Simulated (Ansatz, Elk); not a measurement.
# Bonding as seen by X-rays: InPt5N

Structure refinements treat a crystal as free atoms side by side. For a made-up structure of InPt5N (cell and positions from a PBEsol relaxation) the runs below show what the calculated density changes in F(hkl).

Calculated with Elk 11.2.3 (patched build); DFT, PBE, all-electron APW+lo, Dirac cores, scalar-relativistic bands, static density, no spin.

The structure was built from a prototype and need not be the compound's stable phase.

### 1. Set-up

The structure is tetragonal, space group P4/mmm (No. 123). Conventional cell: a = 3.875 Å, b = 3.875 Å, c = 6.876 Å, α = 90.00°, β = 90.00°, γ = 90.00°. Nearest to Pt lie 4 In at 2.74 Å. Nearest to Pt lie 2 N at 2.37 Å. In has 4 Pt at 2.74 Å nearest. Nearest to N lie 8 Pt at 2.37 Å. Farther neighbours and most contacts between anions are not listed.

### 2. Ground state and structure factors

An all-electron density is needed, since X-rays see the cores too. Task 0 finds the density and task 195 Fourier-transforms it; tshift is off so that phases refer to the origin typed.

elk.in reads:

```
tasks
  0
  195

xctype
  20

spinpol
  .false.

rgkmax
  7.0

gmaxvr
  14.0

lmaxo
  7

lmaxapw
  8

swidth
  0.002

tshift
  .false.

ramdisk
  .false.

hmaxvr
  5.5

maxscl
  120

epspot
  1e-06

sppath
  './'

avec
  7.32191741685 -0.00000000000 0.00000000000
  0.00000000000 7.32191741685 0.00000000000
  0.00000000000 0.00000000000 12.99392076205

atoms
  3
  'Pt.in'
  5
  0.0000000000 -0.0000000000 -0.0000000000   0.000000 0.000000 0.000000
  0.5000000000 -0.0000000000 0.6989644276   0.000000 0.000000 0.000000
  0.5000000000 0.0000000000 0.3010355724   0.000000 0.000000 0.000000
  -0.0000000000 0.5000000000 0.6989644276   0.000000 0.000000 0.000000
  -0.0000000000 0.5000000000 0.3010355724   0.000000 0.000000 0.000000
  'In.in'
  1
  0.5000000000 0.5000000000 -0.0000000000   0.000000 0.000000 0.000000
  'N.in'
  1
  -0.0000000000 0.0000000000 0.5000000000   0.000000 0.000000 0.000000

ngridk
  6 6 4
```

The run is started by

```console
> OMP_NUM_THREADS=4 elk
```

Numbers of over 12 decimals in the logs are rounded to 6 here.

The log of the run:

```text
┌─────────────────────────┐
│ Elk code version 11.2.3 │
└─────────────────────────┘

All units are atomic (Hartree, Bohr, etc.)

┌─────────────────────────────────────────────────┐
│ Ground-state run starting from atomic densities │
└─────────────────────────────────────────────────┘

Lattice vectors :
   7.321917417      -0.000000000       0.000000000
   0.000000000       7.321917417       0.000000000
   0.000000000       0.000000000       12.99392076

Reciprocal lattice vectors :
  0.8581338671       0.000000000       0.000000000
   0.000000000      0.8581338671      -0.000000000
  -0.000000000       0.000000000      0.4835480701

Unit cell volume      :    696.6102597
Brillouin zone volume :   0.3560817688

Muffin-tin inner radius fraction :   0.1000000000E-01

Nuclei treated as point charges

Species : 1 (Pt)
 parameters loaded from : Pt.in
 name : platinum
 nuclear charge    :   -78.00000000
 electronic charge :    78.00000000
 atomic mass :    355605.4401
 muffin-tin radius :    2.543979392
 number of radial points in muffin-tin :   1393
 inner part over the whole radius :   0.9984132514E-02
 number on inner part of muffin-tin    :    998
 approximate nuclear radius :   0.1029052813E-03
 number of mesh points to nuclear radius :    526
 atomic positions (lattice), magnetic fields (Cartesian) :
  1 :   0.00000000  0.00000000  0.00000000    0.00000000  0.00000000  0.00000000
  2 :   0.50000000  0.00000000 -0.30103557    0.00000000  0.00000000  0.00000000
  3 :   0.50000000  0.00000000  0.30103557    0.00000000  0.00000000  0.00000000
  4 :   0.00000000  0.50000000 -0.30103557    0.00000000  0.00000000  0.00000000
  5 :   0.00000000  0.50000000  0.30103557    0.00000000  0.00000000  0.00000000

Species : 2 (In)
 parameters loaded from : In.in
 name : indium
 nuclear charge    :   -49.00000000
 electronic charge :    49.00000000
 atomic mass :    209300.4102
 muffin-tin radius :    2.583398065
 number of radial points in muffin-tin :   1193
 inner part over the whole radius :   0.9961496082E-02
 number on inner part of muffin-tin    :    850
 approximate nuclear radius :   0.8768807633E-04
 number of mesh points to nuclear radius :    427
 atomic positions (lattice), magnetic fields (Cartesian) :
  1 :   0.50000000  0.50000000  0.00000000    0.00000000  0.00000000  0.00000000

Species : 3 (N)
 parameters loaded from : N.in
 name : nitrogen
 nuclear charge    :   -7.000000000
 electronic charge :    7.000000000
 atomic mass :    25532.65216
 muffin-tin radius :    1.800000000
 number of radial points in muffin-tin :    593
 inner part over the whole radius :   0.9919300552E-02
 number on inner part of muffin-tin    :    407
 approximate nuclear radius :   0.4939692610E-04
 number of mesh points to nuclear radius :    170
 atomic positions (lattice), magnetic fields (Cartesian) :
  1 :   0.00000000  0.00000000  0.50000000    0.00000000  0.00000000  0.00000000

Total number of atoms per unit cell :    7
Total muffin-tin volume :    441.4753795
 ratio of muffin-tin to unit cell volume :   0.6337480296

Spin treatment :
 spin-unpolarised

Number of Bravais lattice symmetries :   16
Number of crystal symmetries         :   16
Crystal has inversion symmetry
Real symmetric eigensolver will be used

k-point grid :      6     6     4
k-point offset :    0.000000000       0.000000000       0.000000000
k-point set is reduced with full crystal symmetry group
Total number of k-points :       30

Muffin-tin radius times maximum |G+k| :    7.000000000
 using average radius
Maximum |G+k| for APW functions       :    2.864945026
Maximum (1/2)|G+k|²                   :    4.103955000
Maximum |G| for potential and density :    14.00000000
Constant for pseudocharge density :    9
 order of it for each species :   16  16  16
 order of it for pair densities of each species (exact exchange by exxq0 0: 17) :   11  11   4
Radial integration step length :    1

G-vector grid sizes :     35    35    60
Number of G-vectors :    32309

[...]
correlation                 :     -26.928811070428
 electron entropic           :    -0.19115299237139E-02
 total energy                :     -98174.011393100

Density of states at Fermi energy :    147.6634801
 (states/Hartree/unit cell)

Estimated indirect band gap :   0.4434630487E-03
 from k-point 16 to k-point 12
Estimated direct band gap   :   0.3526995844E-02
 at k-point 12

Charges :
 core                        :    272.0000000
 valence                     :    174.0000000
 interstitial                :    9.631026615
 muffin-tins (core leakage)
  species : 1 (Pt)
[...]
species : 2 (In)
[...]
species : 3 (N)
[...]
total in muffin-tins        :    436.3689734
 total calculated charge     :    445.9921466
 total charge                :    446.0000000
 error                       :   0.7853383348E-02

RMS change in Kohn-Sham potential (target) :   0.6767589297     (  0.1000000000E-05)
Absolute change in total energy (target)   :   0.9974701985     (  0.1000000000E-03)

[... loops 3 to 19 left out ...]

┌──────────────────┐
│ Loop number : 20 │
└──────────────────┘

Energies :
 Fermi                       :     0.376989
 sum of occupied eigenvalues :     -60215.951913875
 electron kinetic            :      111784.99312533
 core electron kinetic       :      107445.15378074
 Coulomb                     :     -208002.88324000
 Coulomb potential           :     -169445.04603036
 nuclear-nuclear             :     -9612.0475122016
 electron-nuclear            :     -227582.86924270
 Hartree                     :      29192.033514898
 Madelung                    :     -123280.36022483
 xc potential                :     -2555.8990088454
 exchange                    :     -1926.6447578008
 correlation                 :     -26.938652317861
 electron entropic           :    -0.15306308959636E-02
 total energy                :     -98171.475055427

Density of states at Fermi energy :    115.6898963
 (states/Hartree/unit cell)

Estimated indirect band gap :   0.9764400181E-03
 from k-point 9 to k-point 25
Estimated direct band gap   :   0.2139985375E-02
 at k-point 22

Charges :
 core                        :    272.0000000
 valence                     :    174.0000000
 interstitial                :    8.786044118
 muffin-tins (core leakage)
  species : 1 (Pt)
[...]
species : 2 (In)
[...]
species : 3 (N)
[...]
total in muffin-tins        :    437.2139559
 total calculated charge     :    445.9927732
 total charge                :    446.0000000
 error                       :   0.7226784268E-02

RMS change in Kohn-Sham potential (target) :   0.8171554451E-07 (  0.1000000000E-05)
Absolute change in total energy (target)   :   0.4804613127E-04 (  0.1000000000E-03)

Convergence targets achieved

┌──────────────────┐
│ Loop number : 21 │
└──────────────────┘

Energies :
 Fermi                       :     0.376989
 sum of occupied eigenvalues :     -60215.951910399
 electron kinetic            :      111784.99312395
 core electron kinetic       :      107445.15377879
 Coulomb                     :     -208002.88324025
 Coulomb potential           :     -169445.04602747
 nuclear-nuclear             :     -9612.0475122016
 electron-nuclear            :     -227582.86924629
 Hartree                     :      29192.033518240
 Madelung                    :     -123280.36022651
 xc potential                :     -2555.8990068784
 exchange                    :     -1926.6447578145
 correlation                 :     -26.938652313582
 electron entropic           :    -0.15306309070629E-02
 total energy                :     -98171.475057057

Density of states at Fermi energy :    115.6898997
 (states/Hartree/unit cell)

Estimated indirect band gap :   0.9764384048E-03
 from k-point 9 to k-point 25
Estimated direct band gap   :   0.2139987388E-02
 at k-point 22

Charges :
 core                        :    272.0000000
 valence                     :    174.0000000
 interstitial                :    8.786044010
 muffin-tins (core leakage)
  species : 1 (Pt)
[...]
atom 5                    :    76.67909012     (  0.6041815911E-03)
  species : 2 (In)
   atom 1                    :    47.55541538     (  0.1455519561E-03)
  species : 3 (N)
   atom 1                    :    6.202662243     ( -0.8815965158E-07)
 total in muffin-tins        :    437.2139560
 total calculated charge     :    445.9927732
 total charge                :    446.0000000
 error                       :   0.7226784370E-02

┌──────────────────────────────┐
│ Self-consistent loop stopped │
└──────────────────────────────┘

Warning : core states of species 1 leak from the muffin-tin :   0.6080201191E-03

Warning : core states of species 2 leak from the muffin-tin :   0.1455519561E-03

Wrote STATE.OUT
```

The job ended after 2.1 min (4 threads of Arm Neoverse V1, shared host; peak memory 0.34 GiB).

SFACRHO.OUT:

```text

h k l indices transformed by vhmat matrix:
   1.000000000       0.000000000       0.000000000    
   0.000000000       1.000000000       0.000000000    
   0.000000000       0.000000000       1.000000000    

      h      k      l  multipl.   |H|            Re(F)            Im(F)           |F|

      0      0      0      1   0.0000000       446.00000     -0.54702623E-16   446.00000    
      0      0     -1      2  0.48354807       20.751049     -0.67480043E-15   20.751049    
     -1      0      0      4  0.85813387       33.791846     -0.22427884E-13   33.791846    
      0      0     -2      2  0.96709614      -107.39379      0.10502043E-13   107.39379    
      1      0     -1      8  0.98499364       22.254659     -0.50186108E-14   22.254659    
     -1      1      0      4   1.2135846      -157.10807      0.22567545E-14   157.10807    
      1      0     -2      8   1.2929303       31.480935     -0.23049412E-13   31.480935    
      1      1     -1      8   1.3063714       185.05338     -0.10222628E-13   185.05338    
      0      0      3      2   1.4506442       310.69591      0.15052879E-14   310.69591    
      1      1     -2      8   1.5517933       308.47131     -0.66377014E-13   308.47131    
      1      0      3      8   1.6854561       21.552606     -0.39854425E-14   21.552606    
      0     -2      0      4   1.7162677       347.66121      0.39341189E-13   347.66121    
      0     -2     -1      8   1.7830854       16.158625     -0.20683647E-13   16.158625    
     -1     -1      3      8   1.8913371      -104.43860      0.29172284E-13   104.43860    
     -1      2      0      8   1.9188457       28.099021     -0.39617347E-13   28.099021    
      0      0     -4      2   1.9341923       164.15798      0.15031182E-14   164.15798    
     -2      0     -2      8   1.9699873      -92.054577      0.91592779E-14   92.054577    
     -2      1      1     16   1.9788349       21.185999     -0.32715358E-13   21.185999
```

Elk indexes on the primitive cell of elk.in and gives |H| = 4π sin θ/λ in inverse bohr. Below, one row stands for each form hkl of the conventional cell (m members, Friedel mates merged), F is for one primitive cell and the density is static (no thermal factor). Free-atom factors are Waasmaier and Kirfel's, and R is Σm||F|−|F'||/Σm|F|.

```tsv
hkl	m	sin θ/λ (Å⁻¹)	abs F, DFT	neutral atoms	diff.
001	2	0.073	20.751	20.663	+0.088
100	4	0.129	33.792	33.878	-0.087
002	2	0.145	107.394	107.582	-0.188
101	8	0.148	22.255	22.358	-0.103
110	4	0.182	157.108	157.589	-0.481
102	8	0.194	31.481	31.411	+0.070
111	8	0.197	185.053	185.729	-0.676
003	2	0.218	310.696	311.841	-1.145
112	8	0.233	308.471	309.308	-0.837
103	8	0.254	21.553	21.712	-0.159
200	4	0.258	347.661	348.591	-0.930
201	8	0.268	16.159	16.283	-0.124
113	8	0.284	104.439	104.800	-0.361
210	8	0.289	28.099	28.122	-0.023
004	2	0.291	164.158	164.496	-0.338
202	8	0.296	92.055	92.325	-0.270
211	16	0.298	21.186	21.353	-0.167
104	8	0.318	27.126	27.230	-0.104
```

### 3. The highest occupied states alone

An energy window below the Fermi level keeps the highest occupied states, to see at which angles they scatter; shallow core shells can lie inside it and anion s states outside. No new self-consistency is needed.

elk.in, as its differences from that of step 2:

```diff
@@ -1,3 +1,2 @@
 tasks
-  0
   195
@@ -40,2 +39,5 @@
 
+wsfac
+  -0.064000 0.676990
+
 sppath
```

The run is started by

```console
> OMP_NUM_THREADS=4 elk
```

The log of the run:

```text
┌─────────────────────────────────┐
│ Elk code version 11.2.3 started │
└─────────────────────────────────┘

Info(readinput): the functional depends on the density's gradient
 muffin-tin radial points multiplied by    2.00000
 (not where nrmtscf is given)

┌────────────────────┐
│ Current task : 195 │
└────────────────────┘
Info(checkmt): changed muffin-tin radius of species 1 (Pt) from   2.8000 to   2.5440
Info(checkmt): changed muffin-tin radius of species 2 (In) from   2.6000 to   2.5834

Info(sfacrho): density structure factors written to SFACRHO.OUT

 Energy window :  -0.6400000000E-01  0.6769900000

┌──────────────────┐
│ Elk code stopped │
└──────────────────┘
```

Wall time 20 s (4 threads); peak memory 0.18 GiB.

States within 12 eV below the Fermi level hold 56.00 electrons; any levels below the window count with the cores. Their amplitudes can exceed the total, where window and core parts have opposite phase:

```tsv
hkl	sin θ/λ (Å⁻¹)	abs F, window	abs F, all
001	0.073	2.876	20.751
100	0.129	7.548	33.792
002	0.145	9.214	107.394
101	0.148	2.484	22.255
110	0.182	9.691	157.108
102	0.194	5.207	31.481
111	0.197	6.176	185.053
003	0.218	10.172	310.696
112	0.233	11.291	308.471
103	0.254	0.527	21.553
```

### 4. Another functional

The difference from free atoms is small, so it is set against the change that LDA (Perdew-Wang) makes.

elk.in, as its differences from that of step 3:

```diff
@@ -1,2 +1,3 @@
 tasks
+  0
   195
@@ -4,3 +5,3 @@
 xctype
-  20
+  3
 
@@ -39,5 +40,2 @@
 
-wsfac
-  -0.064000 0.676990
-
 sppath
```

The run is started by

```console
> OMP_NUM_THREADS=4 elk
```

The log of the run:

```text
┌─────────────────────────┐
│ Elk code version 11.2.3 │
└─────────────────────────┘

All units are atomic (Hartree, Bohr, etc.)

┌─────────────────────────────────────────────────┐
│ Ground-state run starting from atomic densities │
└─────────────────────────────────────────────────┘

Lattice vectors :
   7.321917417      -0.000000000       0.000000000
   0.000000000       7.321917417       0.000000000
   0.000000000       0.000000000       12.99392076

Reciprocal lattice vectors :
  0.8581338671       0.000000000       0.000000000
[...]
species : 2 (In)
   atom 1                    :    47.58194704     (  0.1438409472E-03)
  species : 3 (N)
   atom 1                    :    6.180325547     ( -0.4237078935E-05)
 total in muffin-tins        :    437.2277905
 total calculated charge     :    445.9926946
 total charge                :    446.0000000
 error                       :   0.7305429132E-02

┌──────────────────────────────┐
│ Self-consistent loop stopped │
└──────────────────────────────┘

Warning : core states of species 1 leak from the muffin-tin :   0.6014973432E-03

Warning : core states of species 2 leak from the muffin-tin :   0.1438409472E-03

Wrote STATE.OUT
[key lines of the parts left out:]
total energy                :     -98114.558298186
```

Run time: 63 s. Hardware: 4 threads; peak memory 0.24 GiB; 3.5 min of CPU time.

Against the first run R = 0.02 %; the largest change is -0.066 at 200.

### 5. Basis size

A smaller basis shows how fast F responds to it; the change is likely larger than the basis error of the first run, but doesn't show convergence.

elk.in, as its differences from that of step 4:

```diff
@@ -5,3 +5,3 @@
 xctype
-  3
+  20
 
@@ -11,3 +11,3 @@
 rgkmax
-  7.0
+  5.5
```

The run is started by

```console
> OMP_NUM_THREADS=4 elk
```

The log of the run:

```text
┌─────────────────────────┐
│ Elk code version 11.2.3 │
└─────────────────────────┘

All units are atomic (Hartree, Bohr, etc.)

┌─────────────────────────────────────────────────┐
│ Ground-state run starting from atomic densities │
└─────────────────────────────────────────────────┘

Lattice vectors :
   7.321917417      -0.000000000       0.000000000
   0.000000000       7.321917417       0.000000000
   0.000000000       0.000000000       12.99392076

Reciprocal lattice vectors :
  0.8581338671       0.000000000       0.000000000
[...]
species : 2 (In)
   atom 1                    :    47.54061747     (  0.1462811270E-03)
  species : 3 (N)
   atom 1                    :    6.133579560     ( -0.8933920892E-07)
 total in muffin-tins        :    436.7391191
 total calculated charge     :    445.9970947
 total charge                :    446.0000000
 error                       :   0.2905333463E-02

┌──────────────────────────────┐
│ Self-consistent loop stopped │
└──────────────────────────────┘

Warning : core states of species 1 leak from the muffin-tin :   0.6047261619E-03

Warning : core states of species 2 leak from the muffin-tin :   0.1462811270E-03

Wrote STATE.OUT
[key lines of the parts left out:]
total energy                :     -98171.059394004
```

It took 1.8 min on 4 threads; peak memory 0.34 GiB; 6 min of CPU time.

Against the first run R = 0.03 %; the largest change is +0.234 at 203.

### 6. Settings against the effect

```tsv
run	R against the first run (%)	R against neutral atoms, low angle (%)	wall time
PBE, rgkmax 7	0.00	0.33	2.1 min
LDA (Perdew-Wang)	0.02	0.32	63 s
rgkmax 5.5	0.03	0.33	1.8 min
```

### 7. Summary of results

```yaml
r_against_neutral_atoms_sin_theta_lambda_0p3_a_minus1: 0.33 %
r_against_neutral_atoms_0p3_to_0p76_a_minus1: 0.17 %
```

In words: Independent neutral atoms miss the calculated amplitudes by R = 0.33 % below 0.3 Å⁻¹ and 0.17 % from there to 0.76 Å⁻¹; by shells, 0.30 % below 0.15 Å⁻¹ (4 forms), 0.33 % 0.15 to 0.3 (13 forms), 0.13 % 0.3 to 0.45 (23 forms), 0.18 % above 0.45 (109 forms). Bonding, aspherical density and the tables' own atoms all enter these figures, and the runs don't part them. The largest change of an amplitude is -1.14 electrons, at 003. The window's part falls from 56.0 electrons at the origin to at most 1.08 between 0.45 and 0.76 Å⁻¹, where compact states inside the window still scatter. Below 0.3 Å⁻¹ the changes that finished (LDA (Perdew-Wang) and rgkmax 5.5) move F by R = 0.05 % at most, against the 0.33 % that separates it from free atoms. The k-mesh has no finished test. Spin-orbit coupling is left out, which can matter for elements this heavy. Part of the difference isn't bonding: the tables are fits to free atoms and ions calculated by other methods than this functional. Thermal motion, anomalous dispersion and extinction are left out.

[Logs are printed without paths, hosts, clocks, repeated set-up lines and the standing remarks that a program may print on its own settings, such as how far it seeks lower states.]

[Hosts, paths, dates, database ids (printed as entryN), source tags and the programs' standing remarks are cut or masked in the printed files.]
